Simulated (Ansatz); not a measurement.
# (CdS)2(CdSe)1 [001] superlattice, started as zinc blende: from the cell to its phonons, part 2 of 3

How does (CdS)2(CdSe)1 [001] superlattice, started as zinc blende vibrate, and is this structure a minimum?

Ansatz 0.2.0; DFT PBEsol, scalar-relativistic, plane waves, PAW.

So far: The starting structure; Rough relaxation; Relaxation. The relaxed cell has a = 4.182, c = 17.694 Å (conventional setting).

The structure was built from a prototype and need not be the compound's stable phase.

**4. Tight relaxation**

Phonons need a cell at rest on their own settings, so the relaxation is repeated with tight tolerances on forces and stress, using the mesh and the filling of the phonon run that follows.

The input, input.yaml:

```yaml
crystal:
  lattice:
    - [2.9571597159, 2.9571597159, 0.0]
    - [-2.9571597159, 2.9571597159, 0.0]
    - [2.9571597159, 0.0, 8.8468684322]
  atoms:
    - { symbol: Cd, position: [-0.0055804599, 0.0055804599, 0.0111609199] }
    - { symbol: Cd, position: [0.3333333333, 0.6666666667, 0.3333333333] }
    - { symbol: Cd, position: [0.6722471266, 0.3277528734, 0.6555057468] }
    - { symbol: S, position: [0.4138171506, 0.0861828494, 0.1723656987] }
    - { symbol: S, position: [0.752849516, 0.747150484, 0.4943009679] }
    - { symbol: Se, position: [0.0833333333, 0.4166666667, 0.8333333333] }
kpoints:
  mp_grid: { grid: [8, 8, 8] }
hamiltonian:
  xc: pbesol
scf:
  occupations: { method: fixed }
output:
  forces: true
  stress: true
  eigenvalues: true
  write_density: true
  write_potential: true
  elf: true
  volumetric_format: npy
relax:
  adjacent_minimum: "off"
  f_tol: 0.001
  max_steps: 60
  cell: { stress_tol: 0.01 }
```

Started as:

```console
> ansatz run input.yaml --threads 4 --pin off --max-ram 14336MiB --backend cpu --events-out ev --progress --plain --runs-dir out
```

Numbers of over 12 decimals in the logs are rounded to 6 here.

The program printed:

```text
[...]
Crystal: 6 atoms, lattice volume = 154.728 Å³
Basis set: ecut = 420 eV, 3001 PW (Γ), exchange–correlation on 60×60×128 points (8 copies of the dense FFT grid, shifted against one another)
Bands: 53, of which v1, the nominal top of the filled ones, is band 44 counted from 1 (43 counted from 0)
Symmetry: 8 space group operations
[...]
k-points: 59 of 512 (time reversal used)
[...]
cell:  # Å, volume = 154.7567 Å³
    - [2.955529, 2.955529, 0]
    - [-2.955529, 2.955529, 0]
    - [2.955529, 0, 8.858268]
  atoms:
    - { symbol: Cd, position: [-0.00561736, 0.00561736, 0.011235] }
    - { symbol: Cd, position: [0.333333, 0.666667, 0.333333] }
    - { symbol: Cd, position: [0.672284, 0.327716, 0.655432] }
    - { symbol: S, position: [0.413797, 0.086203, 0.172407] }
    - { symbol: S, position: [0.752870, 0.747130, 0.494260] }
    - { symbol: Se, position: [0.083333, 0.416667, 0.833333] }
[key lines of the parts left out:]
SCF converged after 5 iterations
Free energy (F): -31749.828813 eV
Fermi energy:    7.101103 eV
P = ⅓ Tr σ = 0.0000 GPa (0.000 kbar)
```

It took 55 s on 4 threads of Arm Neoverse V2, shared host; peak memory 0.71 GiB; 3.6 min of CPU time.

Relaxation path:

```csv
step,energy less that of the first step (eV),largest force component (eV/Å),pressure (GPa),volume (Å³)
1,0.0000,0.0054,0.01,154.73
2,0.0000,0.0029,-0.01,154.77
3,0.0000,0.0010,0.00,154.76
4,0.0000,0.0000,0.00,154.76
5*,0.0000,0.0000,0.00,154.76
```

Relaxation steps marked * repeat the geometry before them on a plane-wave basis chosen anew for their cell, so energy and pressure can jump there.

Forces are held to the 8 operations that the run works with; a distortion that breaks them can't arise in this run.

```csv
"conventional cell, symmetrised",before,after,change
a (Å),4.182,4.180,-0.1 %
b (Å),4.182,4.180,-0.1 %
c (Å),17.694,17.717,+0.1 %
volume (Å³/atom),25.79,25.79,+0.0 %
```

The relaxed structure:

```cif
data_structure
_symmetry_space_group_name_H-M 'P 1'
_symmetry_Int_Tables_number 1
_cell_length_a 4.1797
_cell_length_b 4.1797
_cell_length_c 9.3383
_cell_angle_alpha 102.932
_cell_angle_beta 77.068
_cell_angle_gamma 90.000
_cell_volume 154.76
loop_
_atom_site_label
_atom_site_type_symbol
_atom_site_fract_x
_atom_site_fract_y
_atom_site_fract_z
_atom_site_occupancy
Cd1 Cd 0.99438 0.00562 0.01123 1
Cd2 Cd 0.33333 0.66667 0.33333 1
Cd3 Cd 0.67228 0.32772 0.65543 1
S4 S 0.41380 0.08620 0.17241 1
S5 S 0.75287 0.74713 0.49426 1
Se6 Se 0.08333 0.41667 0.83333 1
```

This step gave:

- pressure: 1.86e-5 GPa
- gap on the k-mesh: 0.7770 eV
- direct gap on mesh: 0.7770 eV

Electrostatic potential energy in the ac plane of the conventional cell at fractional y = 0.000, with atoms of Cd and S and Se within 0.2 Å of it. With pseudopotentials it is smooth inside the atoms' cores, unlike the true potential.

Ten even steps from '_' (-26 eV) to '@' (12 eV), each cell a mean:
```
++====##@@@@@@@@@@@@%%++==++
##%%@@@@@@@@@@@@@@@@@@@@%%##
@@@@@@@@@@@@@@@@@@@@@@@@@@@@
@@@@@@@@@@@@@@@@@@@@@@@@@@@@
@@@@@@@@%%##******##%%@@@@@@
@@@@@@##==::..__..--**%%@@@@
**##%%##++--....::==**%%##**
____::##%%%%######%%%%++____
....==%%@@@@@@@@@@@@@@**--..
%%@@@@@@@@@@@@@@@@@@@@@@@@%%
@@@@@@@@@@@@@@@@@@@@@@@@@@@@
@@@@@@@@@@@@@@@@@@@@@@@@@@@@
@@@@@@@@%%####**##%%@@@@@@@@
@@@@@@%%++::....::--**%%@@@@
##%%%%##++::......--**%%%%##
____--##%%##****##%%%%++..__
____--##@@@@@@@@@@@@%%**::__
%%%%@@@@@@@@@@@@@@@@@@@@%%%%
@@@@@@@@@@@@@@@@@@@@@@@@@@@@
@@@@@@@@@@@@@@@@@@@@@@@@@@@@
@@@@@@@@%%**++++++##%%@@@@@@
@@@@@@##==::____..--**%%@@@@
****####**--::::::==##%%##**
**++==**%%%%%%%%%%%%##++==++
```
Columns run along a (4.2 Å; values clipped at the 3rd and 97th percentile), rows up along c (17.7 Å), edges of the conventional cell, whose origin can differ from the input's. Atoms in or near the plane, at fractional coordinates: Cd at (0.50, 0.09), Cd at (0.50, 0.75), Cd at (0.50, 0.41), S at (0.00, 0.67), S at (0.00, 0.33), Se at (0.00, 0.00).

Valence density in the ac plane of the conventional cell at fractional y = 0.000, with atoms of Cd and S and Se within 0.2 Å of it. It is the smooth field of the valence electrons, not physical close to the nuclei.

Values in e/Å³, 24 rows by 14 columns, each cell a mean:
```
12  5  1  0  0  0  0  0  0  0  0  1  2  9
 0  0  0  0  0  0  0  0  0  0  0  0  0  0
 0  0  0  0  0  0  0  0  0  0  0  0  0  0
 0  0  0  0  0  0  0  0  0  0  0  0  0  0
 0  0  0  0  0  0  1  1  1  0  0  0  0  0
 0  0  0  0  1  6 14 17 10  3  1  0  0  0
 1  1  0  0  1  4 10 12  7  2  1  0  0  1
 1  1  1  1  0  0  0  0  0  0  0  1  1  1
 1  1  1  0  0  0  0  0  0  0  0  1  1  1
 0  0  0  0  0  0  0  0  0  0  0  0  0  0
 0  0  0  0  0  0  0  0  0  0  0  0  0  0
 0  0  0  0  0  0  0  0  0  0  0  0  0  0
 0  0  0  0  0  0  1  1  0  0  0  0  0  0
 0  0  0  0  1  5 11 14  8  3  1  0  0  0
 0  0  0  0  1  5 12 15  9  3  1  0  0  0
 1  1  1  1  0  0  1  1  0  0  0  1  1  1
 1  1  1  0  0  0  0  0  0  0  0  1  1  1
 0  0  0  0  0  0  0  0  0  0  0  0  0  0
 0  0  0  0  0  0  0  0  0  0  0  0  0  0
 0  0  0  0  0  0  0  0  0  0  0  0  0  0
 0  0  0  0  0  1  1  2  1  0  0  0  0  0
 0  0  0  0  1  6 16 19 11  3  1  0  0  0
 1  1  0  0  1  3  7  9  5  2  1  0  0  1
21  8  2  1  0  0  0  0  0  0  0  1  4 15
```
Columns run along a (4.2 Å), rows up along c (17.7 Å), edges of the conventional cell, whose origin can differ from the input's. Atoms in or near the plane, at fractional coordinates: Cd at (0.50, 0.09), Cd at (0.50, 0.75), Cd at (0.50, 0.41), S at (0.00, 0.67), S at (0.00, 0.33), Se at (0.00, 0.00).

ELF in the ac plane of the conventional cell at fractional y = 0.000, with atoms of Cd and S and Se within 0.2 Å of it. It is the smooth field of the valence electrons, not physical close to the nuclei.

Ten even steps from '0' (0.01) to '9' (0.83), each cell a mean:
```
67886310157886
77642000013577
11100000000011
00000000000000
00011222221100
32123578742122
98633467532589
36995222237994
68986200147997
77531000002467
10000000000001
00000000000000
00011222211100
21123577642111
88533578642478
47984222236996
57986200147986
87642000013578
11000000000011
00000000000000
00012233321100
32223689753222
88642456533578
46986311247985
```
Columns run along a (4.2 Å), rows up along c (17.7 Å), edges of the conventional cell, whose origin can differ from the input's. Atoms in or near the plane, at fractional coordinates: Cd at (0.50, 0.09), Cd at (0.50, 0.75), Cd at (0.50, 0.41), S at (0.00, 0.67), S at (0.00, 0.33), Se at (0.00, 0.00).

The largest force component left is 0.019 meV/Å and the pressure is 0.000 GPa, within the tolerances set. The cell now holds 25.79 Å³/atom.

(Part 2 of 3 ends here.)

[Logs are printed without paths, hosts, clocks, repeated set-up lines and the standing remarks that a program may print on its own settings, such as how far it seeks lower states.]

[Hosts, paths, dates, database ids (printed as entryN), source tags and the programs' standing remarks are cut or masked in the printed files.]
